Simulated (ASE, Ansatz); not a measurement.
**Forces and charges in the unslipped end of a generalised stacking fault on (111) (glide set) of a Ge-Sn solid solution (48 atoms)**

What does DFT give for the unslipped end of a generalised stacking fault on (111) (glide set) of a Ge-Sn solid solution (48 atoms) as built?

Main program and level: Ansatz 0.2.0; Kohn-Sham DFT, PBE, PAW (set soft_2), plane waves.

**1. The starting structure**

The cell holds 48 atoms: 34 Ge and 14 Sn. Its edges and angles: a = 8.334 Å, b = 7.218 Å, c = 20.515 Å, α = 90.0°, β = 90.0°, γ = 90.0°. It derives from Ge and Sn. Diamond-structure Ge lattice (a = 5.8932 Å, the value set for the mixture), cell with z along [111], 2 x 1 x 2 periods; the third cell vector is tilted by 0.000 of 1/2[1-10] and lengthened by 0.1 Å, so the stacking has no slip (glide set); displaced by a Gaussian of 0.01 Å; 14 of 48 Ge sites given to Sn at random (lattice constant by Vegard's rule between Ge and Sn).

Before any run, some limits are plain. The host structure and its lattice constant were typed by rule, without a check against the phase diagram.

**2. Plane-wave single point**

The electrons are solved once, with the atoms held.

File input.yaml:

```yaml
crystal:
  lattice:
    - [8.33424, 0.0, 0.0]
    - [0.0, 7.21767, 0.0]
    - [0.0, 0.0, 20.51464]
  atoms:
    - { symbol: Ge, position: [0.75221, 0.50103, 0.02077] }
    - { symbol: Sn, position: [0.74901, 0.4986, 0.14553] }
    - { symbol: Sn, position: [0.75219, 0.83367, 0.1874] }
    - { symbol: Ge, position: [0.75042, 0.83482, 0.31122] }
    - { symbol: Sn, position: [0.25178, 0.50103, 0.01994] }
    - { symbol: Ge, position: [0.25121, 0.49779, 0.14474] }
    - { symbol: Ge, position: [0.24784, 0.83304, 0.18564] }
    - { symbol: Ge, position: [0.24902, 0.83305, 0.31065] }
    - { symbol: Ge, position: [0.50081, 0.99911, 0.02025] }
    - { symbol: Ge, position: [0.5006, 0.00075, 0.14518] }
    - { symbol: Sn, position: [0.49774, 0.33213, 0.1864] }
    - { symbol: Ge, position: [0.49906, 0.33385, 0.31087] }
    - { symbol: Sn, position: [0.49748, 0.6677, 0.35283] }
    - { symbol: Sn, position: [0.49838, 0.66689, 0.477] }
    - { symbol: Ge, position: [0.74944, 0.16778, 0.35196] }
    - { symbol: Ge, position: [0.74889, 0.16841, 0.47635] }
    - { symbol: Ge, position: [0.74917, 0.50112, 0.51825] }
    - { symbol: Ge, position: [0.75078, 0.49768, 0.6422] }
    - { symbol: Ge, position: [0.74824, 0.83282, 0.6847] }
    - { symbol: Ge, position: [0.74895, 0.83268, 0.80758] }
    - { symbol: Ge, position: [0.00024, 0.9994, 0.02117] }
    - { symbol: Sn, position: [0.00113, 0.998, 0.14516] }
    - { symbol: Ge, position: [0.99838, 0.33286, 0.18689] }
    - { symbol: Ge, position: [0.99959, 0.33302, 0.31095] }
    - { symbol: Ge, position: [0.00045, 0.66652, 0.35154] }
    - { symbol: Ge, position: [0.99989, 0.66918, 0.47727] }
    - { symbol: Sn, position: [0.25009, 0.16598, 0.35245] }
    - { symbol: Ge, position: [0.24974, 0.16681, 0.47619] }
    - { symbol: Ge, position: [0.25074, 0.50097, 0.51887] }
    - { symbol: Ge, position: [0.25041, 0.49984, 0.64216] }
    - { symbol: Ge, position: [0.24961, 0.83519, 0.68362] }
    - { symbol: Ge, position: [0.24809, 0.83298, 0.80869] }
    - { symbol: Ge, position: [0.50057, 0.00089, 0.51829] }
    - { symbol: Ge, position: [0.5016, 0.0002, 0.64123] }
    - { symbol: Ge, position: [0.5008, 0.33363, 0.6841] }
    - { symbol: Ge, position: [0.49977, 0.33514, 0.80907] }
    - { symbol: Ge, position: [0.49959, 0.6653, 0.85071] }
    - { symbol: Ge, position: [0.49812, 0.66656, 0.97492] }
    - { symbol: Sn, position: [0.74962, 0.16605, 0.8504] }
    - { symbol: Sn, position: [0.75079, 0.16723, 0.97492] }
    - { symbol: Sn, position: [0.99975, 0.99876, 0.51824] }
    - { symbol: Sn, position: [0.00165, 0.99976, 0.64201] }
    - { symbol: Sn, position: [0.99943, 0.3331, 0.68388] }
    - { symbol: Ge, position: [0.99942, 0.33313, 0.80772] }
    - { symbol: Sn, position: [0.0005, 0.66667, 0.84966] }
    - { symbol: Ge, position: [0.99774, 0.66691, 0.97539] }
    - { symbol: Ge, position: [0.24863, 0.16733, 0.85016] }
    - { symbol: Ge, position: [0.25161, 0.16854, 0.9739] }
kpoints:
  mp_grid: { grid: [2, 2, 1] }
hamiltonian:
  xc: pbe
scf:
  occupations: { method: gaussian, width: 0.025 }
output:
  forces: true
  stress: true
  populations: true
  dos:
    method: { smearing: { sigma: 0.08 } }
    de: 0.1
    projected: { site_lists: { Ge: [Ge], Sn: [Sn] } }
  eigenvalues: true
  write_density: true
  write_potential: true
  volumetric_format: npy
```

Run with:

```bash
$ ansatz run input.yaml --threads 8 --pin off --max-ram 15872MiB --backend cpu --events-out ev --progress --plain --runs-dir out
```

Numbers of over 12 decimals in the logs are rounded to 6 here.

The log of the run:

```text
Engine: ansatz 0.2.0, aarch64-unknown-linux-gnu
Pseudopotentials: kind: paw
Pseudopotential: Ge, paw, valence charge 14, recommended cutoff 420 eV (normal), Ge.paw.azcp
Pseudopotential: Sn, paw, valence charge 14, recommended cutoff 420 eV (normal), Sn.paw.azcp
Functional definition: PBE
  parameter kappa = 0.804
  parameter beta = 0.066725
  exchange = pbe_x(kappa = kappa, mu = beta*pi^2/3)
  correlation = pbe_c(beta = beta)
Crystal: 48 atoms, lattice volume = 1234.033 Å³
Basis set: ecut = 420 eV, 24079 PW (Γ), exchange–correlation on 120×100×288 points (8 copies of the dense FFT grid, shifted against one another)
Bands: 404, of which v1, the nominal top of the filled ones, is band 336 counted from 1 (335 counted from 0)
Symmetry: 1 space group operations
Space group: P1 (ITA 1), of the structure as read, at distance tolerance 1.1e-4 Å
k-points: 4
Non-local potential: Ge, projectors of the file, l = 0: 2, l = 1: 2, l = 2: 3, l = 3: 1
Non-local potential: Sn, projectors of the file, l = 0: 2, l = 1: 2, l = 2: 2, l = 3: 2
PAW form: soft (Blöchl's): semilocal exchange-correlation on the pseudo side does not see the compensation charge
PAW one-centre angular grid: Ge, 590 points (default); XC on 64 Gauss nodes
PAW one-centre angular grid: Sn, 590 points (default); XC on 64 Gauss nodes
Initial density: superposition of atomic densities (neutral atoms: chi_scale 0, normalization atom), corrected by the library's trained network
Initial wavefunctions: pseudopotential atomic-orbital guess
Functional: x = pbe(κ = 0.804, μ = 0.219515), c = pbe(β = 0.066725)
SCF iter   1: F=—  HF=-230360.323964 eV  |F-HF|=—  |Δ(HF+E_count)|=         —  Δρ=1.81e-3  dr2=6.74e-2  ethr=1.77e-3  ⟨swp⟩=6.0  Hψ=6187  notcnv=0  defer=65
preconditioner: auto → LDOS  [insulator: Δε(μ)=0.027 eV  Ē_g=21.522 eV  σ=0.025 eV  W_gap=0.55  n_scr=318 (ndim 8)  ℏωp=27.4 eV  f_vac=0.078  D(μ)=19.88/eV (n_scr^D=96)  ε∞_Penn≈2.6  β→1.0]
SCF iter   2: F=—  HF=-230360.315900 eV  |F-HF|=—  |Δ(HF+E_count)|=   8.06e-3  Δρ=1.40e-3  dr2=3.19e-2  ethr=1.00e-5  ⟨swp⟩=2.2  Hψ=3241  notcnv=0  defer=236
SCF iter   3: F=—  HF=-230360.300379 eV  |F-HF|=—  |Δ(HF+E_count)|=   1.55e-2  Δρ=2.70e-4  dr2=2.24e-3  ethr=4.74e-6  ⟨swp⟩=2.0  Hψ=2760  notcnv=0  defer=236
SCF iter   4: F=—  HF=-230360.300054 eV  |F-HF|=—  |Δ(HF+E_count)|=   3.26e-4  Δρ=9.92e-5  dr2=2.74e-4  ethr=3.34e-7  ⟨swp⟩=2.0  Hψ=2725  notcnv=0  defer=236
SCF iter   5: F=—  HF=-230360.299991 eV  |F-HF|=—  |Δ(HF+E_count)|=   6.26e-5  Δρ=3.15e-5  dr2=3.84e-5  ethr=4.08e-8  ⟨swp⟩=2.0  Hψ=2721  notcnv=0  defer=236
SCF iter   6: F=—  HF=-230360.299861 eV  |F-HF|=—  |Δ(HF+E_count)|=   1.30e-4  Δρ=1.24e-5  dr2=4.65e-6  ethr=5.72e-9  ⟨swp⟩=2.0  Hψ=2045  notcnv=0  defer=236
SCF iter   7: F=—  HF=-230360.299862 eV  |F-HF|=—  |Δ(HF+E_count)|=   7.68e-7  Δρ=3.30e-6  dr2=5.10e-7  ethr=6.91e-10  ⟨swp⟩=2.0  Hψ=2726  notcnv=0  defer=236
SCF iter   8: F=-230360.299862 eV  HF=-230360.299862 eV  |F-HF|=5.04e-8  |Δ(HF+E_count)|=   3.06e-8  Δρ=1.16e-6  dr2=6.23e-8  ethr=1.49e-11  ⟨swp⟩=15.8  Hψ=12812  notcnv=0
SCF 1 converged in 8 iterations: F = -230360.299862 eV  dr2 = 6.23e-8
  greatest PAW one-centre occupation: 0.998 electrons in one spin orbital (limit 2), on the Ge atom at site 6 (counted from 0), in its partial waves of l = 2
SCF converged after 8 iterations
Free energy (F): -230360.299862 eV
Harris-Foulkes:  -230360.299862 eV  (|F-HF|=5.04e-8)
Internal energy: -230360.292869 eV  (E = F + TS)
E sigma→0 (E₀):  -230360.296366 eV
Entropy (-TS):   -0.006992 eV (-0.146 meV/atom)
Fermi energy:    8.423635 eV
--- Per-component energies (eV) ---
  E_band       = -6765.768987
  E_kinetic    = 6429.053801
  E_local      = -100694.388169  (includes V_loc(G=0)·N_el)
  E_nonlocal   = 13767.750878
  E_hartree    = 46453.191964
  E_xc         = -7922.074840
  E_vxc        = -3539.906716  (∫ρ·V_xc dr)
  E_paw        = -126599.315103  (= ΣΔE_a)
  E_vpaw       = -15634.666271  (= ΣTr[D̂ρ^β])
  E_aug_tail   = 0.010809  (compensation charges beyond the density's cutoff)
  E_ewald      = -61794.522209
  E_smearing   = -0.006992  (= −TS)
  E_closure    = -0.000000  (closes the sum)
  Σ components = -230360.299862   (vs F -230360.299862, Δ=0.00e0)
--- Forces (eV/Å), atoms counted from 1 ---
  atom   1  Ge    -0.15993560     0.92105380    -0.99652945
  atom   2  Sn     1.29586941    -0.56188341    -1.25547093
  atom   3  Sn    -1.59675650     0.62903242     1.04408630
  atom   4  Ge     0.79677344     0.53605474     0.84792057
  atom   5  Sn    -0.35927209    -0.08754023    -0.11530847
  atom   6  Ge    -1.27814454     0.75126611     0.62584703
  atom   7  Ge     1.36507943    -0.79352796     0.62777843
  atom   8  Ge    -0.98830728    -0.49846806    -1.04451525
  atom   9  Ge    -0.89216744    -0.50482668     0.17460035
  atom  10  Ge    -1.02175450    -0.77977772    -0.92119307
  atom  11  Sn    -1.20284972    -0.87057631     0.76983944
  atom  12  Ge     0.97447909    -0.49668997     0.26410745
  atom  13  Sn     0.24554670    -0.07490443    -1.73226625
  atom  14  Sn     0.10298929     0.15138513     1.65891114
[...]
atom  47  Ge     0.09493341    -0.08602280     0.00610505
  atom  48  Ge    -0.10503404    -1.14230706    -0.00723909
  max |Σ_I F_I| component: 2.88e-5 eV/Å
--- Stress (GPa, compression-positive) ---
        5.837511       0.188198      -0.133162
        0.188198       4.747484       0.189632
       -0.133162       0.189632       5.478635
  P = ⅓ Tr σ = 5.3545 GPa (53.545 kbar)
--- Band table (eV) ---
  k-point 0: bands = ["-16.3661", "-16.3538", "-16.3487", "-16.3357", [... 388 levels ...], "12.8170", "12.8778", "12.9015", "12.9455", "12.9717", "12.9947", "13.0286", "13.0541", "13.0599", "13.1072", "13.1254", "13.2123"]
[...]
--- Löwdin populations: 48 sites ---
  site symbol       q [e]
     0     Ge     14.1248
     1     Sn     13.8274
     2     Sn     13.8243
[...]
47     Ge     14.0631
  spilling = 0.001611 (of n_electrons = 672.000000)
```

Elapsed: 45 s, on 8 threads of Arm Neoverse V2, shared host; peak memory 8.2 GiB; 5.8 min of CPU time.

Reading the cycles: dr2 is the Hartree energy of the density residual (eV), the measure of convergence; HF is the Harris–Foulkes estimate of the energy, which meets the free energy F at convergence.

Read from the output:

| Item | Value |
| --- | --- |
| free energy | -230360.2999 eV |
| free energy per atom | -4799.1729 eV/atom |
| SCF cycles | 8 |
| pressure | 5.355 GPa |
| r.m.s. force component | 0.7879 eV/Å |
| longest force | 2.055 eV/Å |
| Fermi energy | 8.424 eV |
| levels partly filled by over 2 per cent | 3 |
| spilling of the projection | 0.001611 |

Length of the force by element:

| element | coordination | atoms | mean length of the force (eV/Å) | spread | least | most |
| --- | --- | --- | --- | --- | --- | --- |
| Ge | all | 34 | 1.14 | 0.481 | 0.107 | 1.70 |
| Sn | all | 14 | 1.49 | 0.646 | 0.0282 | 2.05 |

Löwdin charges by element (they lack the spilled electrons, 0.023 e an atom on average):

| element | coordination | atoms | mean charge (e) | spread | least | most |
| --- | --- | --- | --- | --- | --- | --- |
| Ge | all | 34 | -0.0708 | 0.0608 | -0.207 | 0.0311 |
| Sn | all | 14 | 0.249 | 0.0505 | 0.161 | 0.329 |

Charge against the make-up of the first shell:

| Sn neighbours of Ge | atoms | mean charge (e) |
| --- | --- | --- |
| 0 | 6 | 0.024 |
| 1 | 16 | -0.055 |
| 2 | 10 | -0.127 |
| 3 | 2 | -0.203 |

Density of states as counts of states in windows of 1 eV (from the Fermi level), total and the larger projections:

| from (eV) | to (eV) | total | Ge p | Sn p | Ge s | Sn s |
| --- | --- | --- | --- | --- | --- | --- |
| -14 | -13 | 0.0 | 0.0 | 0.0 | 0.0 | 0.0 |
| -13 | -12 | 0.4 | 0.0 | 0.0 | 0.3 | 0.1 |
| -12 | -11 | 8.0 | 1.0 | 0.6 | 4.6 | 1.8 |
| -11 | -10 | 15.5 | 2.4 | 1.4 | 8.9 | 2.7 |
| -10 | -9 | 20.1 | 3.7 | 1.9 | 10.8 | 3.5 |
| -9 | -8 | 6.6 | 1.4 | 0.7 | 3.2 | 1.2 |
| -8 | -7 | 17.2 | 4.8 | 2.5 | 7.6 | 2.1 |
| -7 | -6 | 12.5 | 4.0 | 1.6 | 4.5 | 2.3 |
| -6 | -5 | 7.1 | 2.4 | 1.0 | 2.3 | 1.3 |
| -5 | -4 | 6.7 | 2.5 | 1.2 | 1.9 | 1.0 |
| -4 | -3 | 27.9 | 18.3 | 7.3 | 1.4 | 0.7 |
| -3 | -2 | 33.7 | 24.1 | 8.3 | 0.7 | 0.3 |
| -2 | -1 | 27.6 | 20.1 | 6.7 | 0.4 | 0.2 |
| -1 | 0 | 8.5 | 5.7 | 1.9 | 0.6 | 0.2 |
| 0 | 1 | 9.7 | 4.2 | 1.8 | 2.6 | 0.6 |
| 1 | 2 | 26.4 | 12.6 | 4.7 | 5.6 | 1.7 |
| 2 | 3 | 27.0 | 13.2 | 4.7 | 4.1 | 2.3 |
| 3 | 4 | 31.4 | 18.5 | 6.4 | 1.7 | 1.2 |

The curve was stored every 0.10 eV, coarse against its broadening of 0.08 eV, so these counts are rough.

Between -25 and -14 eV lie 480 more states.

The levels nearest the highest filled one (over half full), pooled over k-points and spins:

| level less the highest filled one (eV) | occupation |
| --- | --- |
| -0.357 | 2 |
| -0.353 | 2 |
| -0.344 | 2 |
| -0.291 | 2 |
| -0.0512 | 2.00 |
| 0 | 1.36 |
| 0.0192 | 0.539 |
| 0.0375 | 0.099 |
| 0.0996 | 0 |
| 0.104 | 0 |
| 0.122 | 0 |
| 0.272 | 0 |

Electrostatic potential energy in the cb plane at fractional x = 0.000, with atoms of Ge and Sn within 0.2 Å of it. With pseudopotentials it is smooth inside the atoms' cores, unlike the true potential.

Ten even steps from '0' (-28 eV) to '9' (12 eV), each cell a mean:
```
00037659994689999999999999749995564899568999
32368855655899999999999999854655785465579999
77789986568999999999999999876567898666799999
78999998889999999986678998656789999989999999
47999999999999999841137885112689999999999999
16999999999999999610005872000489999999999999
16899999999999999610004872000489999999999999
37999999999999999741126884112689999999999999
78999999999999999876578998657899999999999999
99999999987789998778899999989999999987667899
99999999753358985335899999999999999875555788
99999998510026851002699999999999999856996576
99999998400016850001589999999999999858998575
99999998510027861002699999999999999856996576
99999999753468985346899999999999999875445788
88899988777889998888999999998788998876678999
54578865456899999999999999875456887544689999
10148747874799999999999999746874674687478999
00027659995689999999999999749996565999668999
```
Columns run along c (16.0 Å, from fractional 0.00 to 0.78 of the cell; values clipped at the 3rd and 97th percentile), rows up along b (7.2 Å). Atoms in or near the plane, at fractional coordinates: Ge at (0.02, 0.00), Sn at (0.15, 0.00), Ge at (0.19, 0.33), Ge at (0.31, 0.33), Ge at (0.35, 0.67), Ge at (0.48, 0.67), Sn at (0.52, 0.00), Sn at (0.64, 0.00), Sn at (0.68, 0.33).

Valence density in the cb plane at fractional x = 0.000, with atoms of Ge and Sn within 0.2 Å of it. It is the smooth field of the valence electrons, not physical close to the nuclei.

Values in e/Å³, 10 rows by 16 columns, each cell a mean:
```
 8  1  3  4  0  0  0  0  0  0  5  2  1  5  0  0
 0  0  0  0  0  0  0  0  0  0  1  0  0  0  0  0
 1  0  0  0  0  0  1  6  0  4  3  0  0  0  0  0
 1  0  0  0  0  0  1 16  0 11  6  0  0  0  0  0
 0  0  0  0  0  0  0  1  0  0  0  0  0  0  0  0
 0  0  0  1  1  0  2  0  0  0  0  0  0  1  2  0
 0  0  0 12  9  1 20  1  0  0  0  0  0  3  8  1
 0  0  0  1  1  0  2  0  0  0  0  0  0  1  2  0
 0  0  0  1  0  0  0  0  0  0  1  0  0  1  0  0
15  1  4  6  0  0  0  0  0  0  7  3  2  8  0  0
```
Columns run along c (16.0 Å, from fractional 0.00 to 0.78 of the cell), rows up along b (7.2 Å). Atoms in or near the plane, at fractional coordinates: Ge at (0.02, 0.00), Sn at (0.15, 0.00), Ge at (0.19, 0.33), Ge at (0.31, 0.33), Ge at (0.35, 0.67), Ge at (0.48, 0.67), Sn at (0.52, 0.00), Sn at (0.64, 0.00), Sn at (0.68, 0.33).

Mean Löwdin charges: Ge -0.07, Sn +0.25 e. Charges this small depend on the projection, at times even in sign. The charge on Ge changes by -0.075 e for each Sn neighbour that takes the place of another kind, on average. Within 0.4 eV of the Fermi level the largest share is Ge p (53 % of the projected weight).

(Part 1 of 2 ends here.)

[Logs are printed without paths, hosts, clocks, repeated set-up lines and the standing remarks that a program may print on its own settings, such as how far it seeks lower states.]

[Hosts, paths, dates, database ids (printed as entryN), source tags and the programs' standing remarks are cut or masked in the printed files.]
